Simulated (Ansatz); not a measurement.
## A hypothetical structure for MgCr

Starting from a made-up structure for MgCr, the aim is the relaxed cell, its shortest contacts and, where a second run follows, its electronic structure.

Method: DFT, PBEsol, plane-wave PAW, files of the set soft_1, scalar-relativistic, ferromagnetic start, cell and ions relaxed at zero pressure; PAW set soft_1, in the first sound run; inputs show where later runs differ, in Ansatz 0.2.0.

## Step 1: The structure

It takes space group Pm-3m (No. 221, cubic). Conventional cell: a = 3.281 Å, b = 3.281 Å, c = 3.281 Å, α = 90.00°, β = 90.00°, γ = 90.00°. Cr has 8 Mg at 2.84 Å nearest. Nearest to Mg lie 8 Cr at 2.84 Å. Farther neighbours are not listed.

Coordinates:

```cif
data_structure
_symmetry_space_group_name_H-M 'Pm-3m'
_symmetry_Int_Tables_number 221
_cell_length_a 3.2810
_cell_length_b 3.2810
_cell_length_c 3.2810
_cell_angle_alpha 90.000
_cell_angle_beta 90.000
_cell_angle_gamma 90.000
_cell_volume 35.32
loop_
_atom_site_label
_atom_site_type_symbol
_atom_site_symmetry_multiplicity
_atom_site_Wyckoff_symbol
_atom_site_fract_x
_atom_site_fract_y
_atom_site_fract_z
_atom_site_occupancy
Cr1 Cr 1 b 0.50000 0.50000 0.50000 1
Mg1 Mg 1 a 0.00000 0.00000 0.00000 1
```

## Step 2: Relaxation of the guess

The guessed cell has no reason to be at equilibrium. It is relaxed with the atoms, within the space group of the guess.

input.yaml

```yaml
crystal:
  lattice:
    - [3.281, 0.0, 0.0]
    - [0.0, 3.281, 0.0]
    - [0.0, 0.0, 3.281]
  atoms:
    - { symbol: Cr, position: [0.5, 0.5, 0.5], spin: 3.0 }
    - { symbol: Mg, position: [0.0, 0.0, 0.0] }
magnetization:
  spin_polarized: true
kpoints:
  mp_grid: { grid: [8, 8, 8] }
scf:
  occupations: { method: fermi_dirac, width: 0.05 }
hamiltonian:
  xc: pbesol
  pseudopotentials: { kind: paw, azcp: { folder: soft_1 }, xc_functional: pbe }
relax:
  f_tol: 0.015
  max_steps: 70
  cell: {}
output:
  forces: true
  stress: true
```

Launch:

```sh
$ ansatz run input.yaml --threads 4 --pin off --max-ram 8192MiB --backend cpu --events-out ev --progress --plain --runs-dir out
```

Numbers of over 12 decimals in the logs are rounded to 6 here.

The program printed:

```text
Engine: ansatz 0.2.0, x86_64-unknown-linux-gnu
Pseudopotentials: kind: paw
Pseudopotential: Cr, paw, valence charge 14, recommended cutoff 420 eV (normal), soft_1/Cr.paw.azcp
Pseudopotential: Mg, paw, valence charge 10, recommended cutoff 420 eV (normal), soft_1/Mg.paw.azcp
Functional definition: PBEsol
  exchange = pbesol_x
  correlation = pbesol_c
Crystal: 2 atoms, lattice volume = 35.320 Å³
Basis set: ecut = 420 eV, 739 PW (Γ), exchange–correlation on 48×48×48 points (8 copies of the dense FFT grid, shifted against one another)
Bands: 18, of which v1, the nominal top of the filled ones, is band 12 counted from 1 (11 counted from 0)
Symmetry: 48 space group operations
Space group: Pm-3m (ITA 221), of the structure as read, at distance tolerance 3.3e-5 Å
Magnetic group: BNS 221.92 (UNI 1594), of the structure as read, at distance tolerance 3.3e-5 Å
k-points: 35 of 512
Non-local potential: Cr, projectors of the file, l = 0: 3, l = 1: 2, l = 2: 3, l = 3: 1
Non-local potential: Mg, projectors of the file, l = 0: 3, l = 1: 2, l = 2: 1
PAW form: soft (Blöchl's): semilocal exchange-correlation on the pseudo side does not see the compensation charge
PAW frozen core: Cr, regenerated for the run's functional, and the local potential with it (the file was generated under x = pbe(κ = 0.804, μ = 0.219515), c = pbe(β = 0.066725))
PAW frozen core: Mg, regenerated for the run's functional, and the local potential with it (the file was generated under x = pbe(κ = 0.804, μ = 0.219515), c = pbe(β = 0.066725))
PAW one-centre angular grid: Cr, 590 points (default); XC on 64 Gauss nodes
PAW one-centre angular grid: Mg, 110 points (default); XC on 64 Gauss nodes
Initial density: superposition of atomic densities (chi_scale 0.1, normalization cell)
Starting moments: Σ|m| = 3 μB on 1 of 2 sites
Initial wavefunctions: pseudopotential atomic-orbital guess
Functional: x = pbesol(κ = 0.804, μ = 0.123457), c = pbesol(β = 0.046)
SCF iter   1: F=—  HF=-5260.104551 eV  |F-HF|=—  |Δ(HF+E_count)|=         —  Δρ=5.43e-2 (↑5.43e-2 ↓4.87e-2)  dr2=4.00e0  dr2_m=2.05e-2  M=3.030 μB ∫|m|=3.056 μB  β_m=0.30  ethr=3.10e-3  ⟨swp⟩=5.7  Hψ=6045  notcnv=0
Mixer restart at iter 1: flushing history
preconditioner: auto → none  [metal: Δε(μ)=0.005 eV  Ē_g=6.203 eV  σ=0.050 eV  W_gap=0.02  n_scr=6 (ndim 8)  ℏωp=17.7 eV  f_vac=0.000  D(μ)=3.31/eV (n_scr^D=32)  sad-step TF]
SCF iter   2: F=—  HF=-5259.788123 eV  |F-HF|=—  |Δ(HF+E_count)|=   3.16e-1  Δρ=3.36e-2 (↑1.75e-2 ↓3.36e-2)  dr2=9.84e-1  dr2_m=5.57e-2  M=3.168 μB ∫|m|=3.194 μB  β_m=0.42  ethr=3.10e-3  ⟨swp⟩=2.1  Hψ=2700  notcnv=0  defer=53
SCF iter   3: F=—  HF=-5259.654559 eV  |F-HF|=—  |Δ(HF+E_count)|=   1.34e-1  Δρ=2.59e-2 (↑2.59e-2 ↓1.65e-2)  dr2=3.88e-2  dr2_m=1.32e-1  M=3.394 μB ∫|m|=3.423 μB  β_m=0.71  ethr=3.10e-3  ⟨swp⟩=2.1  Hψ=1959  notcnv=0  defer=54
SCF iter   4: F=—  HF=-5259.816905 eV  |F-HF|=—  |Δ(HF+E_count)|=         —  Δρ=2.31e-2 (↑2.31e-2 ↓1.52e-2)  dr2=1.90e-2  dr2_m=1.17e-1  M=3.745 μB ∫|m|=3.801 μB  β_m=0.71  ethr=1.62e-4  ⟨swp⟩=2.1  Hψ=2643  notcnv=0  defer=55
Mixer restart at iter 4: flushing history
SCF iter   5: F=—  HF=-5259.803014 eV  |F-HF|=—  |Δ(HF+E_count)|=   1.39e-2  Δρ=7.13e-3 (↑7.13e-3 ↓6.81e-3)  dr2=6.68e-2  dr2_m=4.07e-4  M=3.694 μB ∫|m|=3.753 μB  β_m=0.65  ethr=7.93e-5  ⟨swp⟩=2.2  Hψ=2418  notcnv=0  defer=55
SCF iter   6: F=—  HF=-5259.809065 eV  |F-HF|=—  |Δ(HF+E_count)|=   6.05e-3  Δρ=1.58e-2 (↑1.58e-2 ↓2.50e-3)  dr2=6.75e-2  dr2_m=2.53e-2  M=3.793 μB ∫|m|=3.860 μB  β_m=0.52  ethr=7.93e-5  ⟨swp⟩=2.4  Hψ=2691  notcnv=0  defer=56
SCF iter   7: F=—  HF=-5259.794621 eV  |F-HF|=—  |Δ(HF+E_count)|=   1.44e-2  Δρ=1.19e-3 (↑1.19e-3 ↓1.90e-4)  dr2=5.19e-4  dr2_m=1.27e-4  M=3.752 μB ∫|m|=3.819 μB  β_m=0.67  ethr=7.93e-5  ⟨swp⟩=2.1  Hψ=2415  notcnv=0  defer=58
SCF iter   8: F=—  HF=-5259.794567 eV  |F-HF|=—  |Δ(HF+E_count)|=   5.46e-5  Δρ=2.01e-4 (↑2.01e-4 ↓1.36e-4)  dr2=2.23e-6  dr2_m=8.96e-6  M=3.749 μB ∫|m|=3.817 μB  β_m=0.75  ethr=2.16e-6  ⟨swp⟩=2.0  Hψ=1591  notcnv=0  defer=58
SCF iter   9: F=—  HF=-5259.794569 eV  |F-HF|=—  |Δ(HF+E_count)|=   1.91e-6  Δρ=1.66e-5 (↑1.66e-5 ↓1.45e-5)  dr2=1.21e-8  dr2_m=7.40e-8  M=3.749 μB ∫|m|=3.818 μB  β_m=0.88  ethr=9.30e-9  ⟨swp⟩=2.0  Hψ=1966  notcnv=0  defer=58
SCF iter  10: F=-5259.794569 eV  HF=-5259.794569 eV  |F-HF|=1.55e-8  |Δ(HF+E_count)|=   2.42e-7  Δρ=5.08e-6 (↑5.08e-6 ↓1.74e-6)  dr2=1.86e-8  dr2_m=1.24e-9  M=3.749 μB ∫|m|=3.818 μB  ethr=5.03e-11  ⟨swp⟩=1.8  Hψ=3918  notcnv=0
SCF 1 converged in 10 iterations: F = -5259.794569 eV  dr2 = 1.86e-8
  greatest PAW one-centre occupation: 1.000 electrons in one spin orbital (limit 2), on the Cr atom at site 0 (counted from 0), in its partial waves of l = 0
relax step   1: F+E_penalty+E_count = -5259.79456879 eV  Δ(F+E_penalty+E_count) = +0.000e0 eV  max|allowed force component| = 1.614e-28 eV/Å  Δτ_max = 0.0000 Å  P = -0.287 GPa  Ω = 35.320 Å³  (10 SCF iters, dr2 threshold 1.00e-7 eV, accepted)
Crystal: 2 atoms, lattice volume = 35.119 Å³
Basis set: ecut = 420 eV, 691 PW (Γ), exchange–correlation on 48×48×48 points (8 copies of the dense FFT grid, shifted against one another)
Initial density: handed on by an earlier stage of this run
Starting moments: Σ|m| = 3 μB on 1 of 2 sites; this step starts from the density that it was given
Initial wavefunctions: those handed on with the density
iter 1 solved again at ethr=1.06e-6 eV; its pass at ethr=3.10e-3 eV (dr2=2.55e-4 eV) is discarded
SCF iter   1: F=—  HF=-5259.794875 eV  |F-HF|=—  |Δ(HF+E_count)|=         —  Δρ=1.24e-3 (↑1.24e-3 ↓4.68e-4)  dr2=2.68e-4  dr2_m=2.30e-4  M=3.734 μB ∫|m|=3.802 μB  β_m=0.65  ethr=1.06e-6  ⟨swp⟩=1.9  Hψ=6352  notcnv=0
preconditioner: auto → none  [metal: Δε(μ)=0.053 eV  Ē_g=6.391 eV  σ=0.050 eV  W_gap=0.25  n_scr=0 (ndim 8)  ℏωp=17.7 eV  f_vac=0.000  D(μ)=1.42/eV (n_scr^D=6)]
SCF iter   2: F=—  HF=-5259.794758 eV  |F-HF|=—  |Δ(HF+E_count)|=   1.17e-4  Δρ=6.46e-4 (↑6.46e-4 ↓2.24e-4)  dr2=2.03e-4  dr2_m=1.55e-5  M=3.740 μB ∫|m|=3.808 μB  β_m=0.36  ethr=1.06e-6  ⟨swp⟩=2.0  Hψ=2216  notcnv=0
SCF iter   3: F=—  HF=-5259.794740 eV  |F-HF|=—  |Δ(HF+E_count)|=   1.84e-5  Δρ=1.87e-4 (↑1.87e-4 ↓1.80e-4)  dr2=1.57e-6  dr2_m=1.02e-5  M=3.737 μB ∫|m|=3.805 μB  β_m=0.52  ethr=8.47e-7  ⟨swp⟩=2.1  Hψ=1740  notcnv=0
SCF iter   4: F=—  HF=-5259.794742 eV  |F-HF|=—  |Δ(HF+E_count)|=   2.40e-6  Δρ=2.94e-5 (↑2.69e-5 ↓2.94e-5)  dr2=1.32e-6  dr2_m=1.97e-8  M=3.738 μB ∫|m|=3.806 μB  β_m=0.76  ethr=6.53e-9  ⟨swp⟩=2.0  Hψ=2015  notcnv=0
SCF iter   5: F=—  HF=-5259.794747 eV  |F-HF|=—  |Δ(HF+E_count)|=   4.96e-6  Δρ=8.18e-6 (↑8.18e-6 ↓3.43e-6)  dr2=5.84e-9  dr2_m=9.44e-9  M=3.738 μB ∫|m|=3.806 μB  β_m=0.83  ethr=5.52e-9  ⟨swp⟩=2.0  Hψ=1939  notcnv=0
SCF iter   6: F=—  HF=-5259.794747 eV  |F-HF|=—  |Δ(HF+E_count)|=   1.45e-7  Δρ=5.67e-6 (↑5.67e-6 ↓1.33e-6)  dr2=1.66e-8  dr2_m=2.38e-9  M=3.738 μB ∫|m|=3.806 μB  β_m=0.91  ethr=2.43e-11  ⟨swp⟩=2.0  Hψ=2015  notcnv=0
SCF iter   7: F=-5259.794747 eV  HF=-5259.794747 eV  |F-HF|=1.53e-7  |Δ(HF+E_count)|=   9.66e-8  Δρ=1.66e-5 (↑1.66e-5 ↓3.92e-6)  dr2=1.74e-7  dr2_m=1.39e-8  M=3.738 μB ∫|m|=3.806 μB  ethr=2.43e-11  ⟨swp⟩=1.2  Hψ=3609  notcnv=0
SCF 2 converged in 7 iterations: F = -5259.794747 eV  dr2 = 1.74e-7
relax step   2: F+E_penalty+E_count = -5259.79474714 eV  Δ(F+E_penalty+E_count) = -1.783e-4 eV  max|allowed force component| = 6.755e-29 eV/Å  Δτ_max = 0.0000 Å  P = +0.034 GPa  Ω = 35.119 Å³  energy of the carried Pulay correction = +1.821e-5 eV  (7 SCF iters, dr2 threshold 2.00e-7 eV, accepted)
Initial wavefunctions: pseudopotential atomic-orbital guess (no wavefunctions were taken with the density)
iter 1 solved again at ethr=2.04e-9 eV; its pass at ethr=3.10e-3 eV (dr2=4.89e-7 eV) is discarded
SCF iter   1: F=—  HF=-5259.794733 eV  |F-HF|=—  |Δ(HF+E_count)|=         —  Δρ=2.26e-6 (↑2.26e-6 ↓1.88e-6)  dr2=2.73e-9  dr2_m=6.05e-10  M=3.738 μB ∫|m|=3.806 μB  β_m=0.65  ethr=2.04e-9  ⟨swp⟩=3.8  Hψ=10196  notcnv=0
preconditioner: auto → none  [metal: Δε(μ)=0.052 eV  Ē_g=6.392 eV  σ=0.050 eV  W_gap=0.25  n_scr=0 (ndim 8)  ℏωp=17.7 eV  f_vac=0.000  D(μ)=1.43/eV (n_scr^D=6)]
SCF iter   2: F=—  HF=-5259.794733 eV  |F-HF|=—  |Δ(HF+E_count)|=   4.14e-7  Δρ=1.52e-6 (↑1.52e-6 ↓6.80e-7)  dr2=3.09e-10  dr2_m=2.27e-10  M=3.738 μB ∫|m|=3.806 μB  β_m=0.46  ethr=1.14e-11  ⟨swp⟩=2.0  Hψ=2068  notcnv=0
SCF iter   3: F=—  HF=-5259.794733 eV  |F-HF|=—  |Δ(HF+E_count)|=   1.50e-9  Δρ=1.11e-6 (↑1.11e-6 ↓5.26e-7)  dr2=7.10e-10  dr2_m=1.08e-10  M=3.738 μB ∫|m|=3.806 μB  β_m=0.46  ethr=1.29e-12  ⟨swp⟩=2.0  Hψ=2002  notcnv=0
SCF iter   4: F=—  HF=-5259.794733 eV  |F-HF|=—  |Δ(HF+E_count)|=   7.17e-9  Δρ=5.61e-7 (↑5.61e-7 ↓4.04e-7)  dr2=1.73e-10  dr2_m=2.76e-11  M=3.738 μB ∫|m|=3.806 μB  β_m=0.73  ethr=1.29e-12  ⟨swp⟩=2.2  Hψ=2081  notcnv=0
SCF iter   5: F=—  HF=-5259.794733 eV  |F-HF|=—  |Δ(HF+E_count)|=  6.06e-10  Δρ=1.10e-7 (↑1.10e-7 ↓2.70e-8)  dr2=5.29e-12  dr2_m=9.32e-13  M=3.738 μB ∫|m|=3.806 μB  β_m=0.80  ethr=1.00e-12  ⟨swp⟩=2.0  Hψ=1889  notcnv=0
SCF iter   6: F=-5259.794733 eV  HF=-5259.794733 eV  |F-HF|=3.64e-12  |Δ(HF+E_count)|=  1.82e-12  Δρ=6.52e-8 (↑6.52e-8 ↓1.68e-8)  dr2=2.50e-12  dr2_m=2.47e-13  M=3.738 μB ∫|m|=3.806 μB  ethr=1.00e-12  ⟨swp⟩=3.3  Hψ=4069  notcnv=0
SCF 3 converged in 6 iterations: F = -5259.794733 eV  dr2 = 2.50e-12
relax step   3: F+E_penalty+E_count = -5259.79473293 eV  Δ(F+E_penalty+E_count) = +1.421e-5 eV  max|allowed force component| = 2.935e-29 eV/Å  Δτ_max = 0.0000 Å  P = +0.033 GPa  Ω = 35.119 Å³  stress off target by 3.31e-2 GPa  SCF on the basis re-selected at this cell (its energy is not comparable with the rows above)  (6 SCF iters)
basis re-selected at this cell: Δ(F+E_penalty+E_count) = +1.421e-5 eV, ΔP = -0.001 GPa vs the last step (what re-selecting the basis moved, of the pressure what is left beyond the Pulay correction that the steps carried, after the strain that the cell walked since its last selection, with what the two solves' SCF thresholds leave and, on support functions, any second-order correction that the steps lacked; it is no m [...]
SCF converged after 6 iterations
Magnetization: 3.7380 μB (13.8690 up, 10.1310 down)
Absolute magnetization: 3.8064 μB (∫|ρ↑−ρ↓|, with the PAW one-centre terms)
Spin contamination: 0.0843 ħ² per cell (⟨S²⟩ above its minimum at these occupations)
Per-site moments (μB) at R_I (Å): [(3.389339, 1.169859), (-0.00867032, 1.169859)]
Free energy (F): -5259.794733 eV
Harris-Foulkes:  -5259.794733 eV  (|F-HF|=3.64e-12)
Internal energy: -5259.783064 eV  (E = F + TS)
E sigma→0 (E₀):  -5259.788898 eV
Entropy (-TS):   -0.011669 eV (-5.835 meV/atom)
Fermi energy:    9.573006 eV
--- Per-component energies (eV) ---
  E_band       = -575.389652
  E_kinetic    = 370.097875
  E_local      = -3128.817716  (includes V_loc(G=0)·N_el)
  E_nonlocal   = 246.507211
  E_hartree    = 1216.521198
  E_xc         = -138.785416
  E_vxc        = -177.695861  (∫ρ·V_xc dr)
  E_paw        = -1485.392490  (= ΣΔE_a)
  E_vpaw       = -318.524215  (= ΣTr[D̂ρ^β])
  E_aug_tail   = 0.000738  (compensation charges beyond the density's cutoff)
  E_ewald      = -2340.133325
  E_core_change = 0.218862  (= ΣΔE_core)
  E_smearing   = -0.011669  (= −TS)
  E_closure    = 0.000000  (closes the sum)
  Σ components = -5259.794733   (vs F -5259.794733, Δ=0.00e0)
--- Forces (eV/Å), atoms counted from 1 ---
  atom   1  Cr    -0.00000000     0.00000000     0.00000000
  atom   2  Mg    -0.00000000    -0.00000000     0.00000000
  max |Σ_I F_I| component: 5.91e-29 eV/Å
--- Stress (GPa, compression-positive) ---
        0.033126      -0.000000       0.000000
       -0.000000       0.033126      -0.000000
        0.000000      -0.000000       0.033126
  P = ⅓ Tr σ = 0.0331 GPa (0.331 kbar)
--- Relaxed structure (2 steps of the walk, 2 accepted, 1 SCFs on fresh bases) ---
  F+E_penalty+E_count = -5259.79473293 eV   max|allowed force component| = 2.935e-29 eV/Å   (the final SCF, on the basis selected at the relaxed cell)
  cell:  # Å, volume = 35.1185 Å³
    - [3.274755, 0, 0]
    - [0, 3.274755, 0.0]
    - [0, 0.0, 3.274755]
  atoms:
    - { symbol: Cr, position: [0.500000, 0.500000, 0.500000] }
    - { symbol: Mg, position: [0, 0, 0] }
```

Wall time 2.6 s (4 threads of Intel Xeon 6975P-C (Granite Rapids), shared host); peak memory 0.37 GiB.

Relaxation path:

| step | energy less that of the first step (eV) | largest force component (eV/Å) | pressure (GPa) | volume (Å³) |
| --- | --- | --- | --- | --- |
| 1 | 0.0000 | 0.0000 | -0.29 | 35.32 |
| 2 | -0.0002 | 0.0000 | 0.03 | 35.12 |
| 3* | -0.0002 | 0.0000 | 0.03 | 35.12 |

Relaxation steps marked * repeat the geometry before them on a plane-wave basis chosen anew for their cell, so energy and pressure can jump there.

The run keeps the 48 symmetry operations that it works with, so distortions that break them were not tested.

| conventional cell, symmetrised | before | after | change |
| --- | --- | --- | --- |
| a (Å) | 3.281 | 3.275 | -0.2 % |
| b (Å) | 3.281 | 3.275 | -0.2 % |
| c (Å) | 3.281 | 3.275 | -0.2 % |
| volume (Å³/atom) | 17.66 | 17.56 | -0.6 % |

The relaxed structure:

```cif
data_structure
_symmetry_space_group_name_H-M 'P 1'
_symmetry_Int_Tables_number 1
_cell_length_a 3.2748
_cell_length_b 3.2748
_cell_length_c 3.2748
_cell_angle_alpha 90.000
_cell_angle_beta 90.000
_cell_angle_gamma 90.000
_cell_volume 35.12
loop_
_atom_site_label
_atom_site_type_symbol
_atom_site_fract_x
_atom_site_fract_y
_atom_site_fract_z
_atom_site_occupancy
Cr1 Cr 0.50000 0.50000 0.50000 1
Mg2 Mg 0.00000 0.00000 0.00000 1
```

This step gave:

```yaml
free_energy: -5259.7947 eV
energy_at_zero_smearing: -5259.7889 eV
smearing_term_ts: 0.01167 eV
fermi_energy: 9.573 eV
magnetization: 3.738 μB
absolute_magnetization: 3.806 μB
site_moments: 3.389, -0.008670 μB
electrons: 24
symmetry_operations: 48
pressure: 0.03313 GPa
```

Site moment by atom:

| atom | site moment (μB) |
| --- | --- |
| Cr1 | 3.39 |
| Mg2 | -0.01 |

Shortest distances by pair of elements, guess and relaxed (not always the same contact):

| pair | guess (Å) | relaxed (Å) |
| --- | --- | --- |
| Cr–Mg | 2.841 | 2.836 |
| Cr–Cr | 3.281 | 3.275 |
| Mg–Mg | 3.281 | 3.275 |

The cell shrank by 0.6 % in volume.

(Continued in part 2 of 2.)

[Logs are printed without paths, hosts, clocks, repeated set-up lines and the standing remarks that a program may print on its own settings, such as how far it seeks lower states.]

[Hosts, paths, dates, database ids (printed as entryN), source tags and the programs' standing remarks are cut or masked in the printed files.]
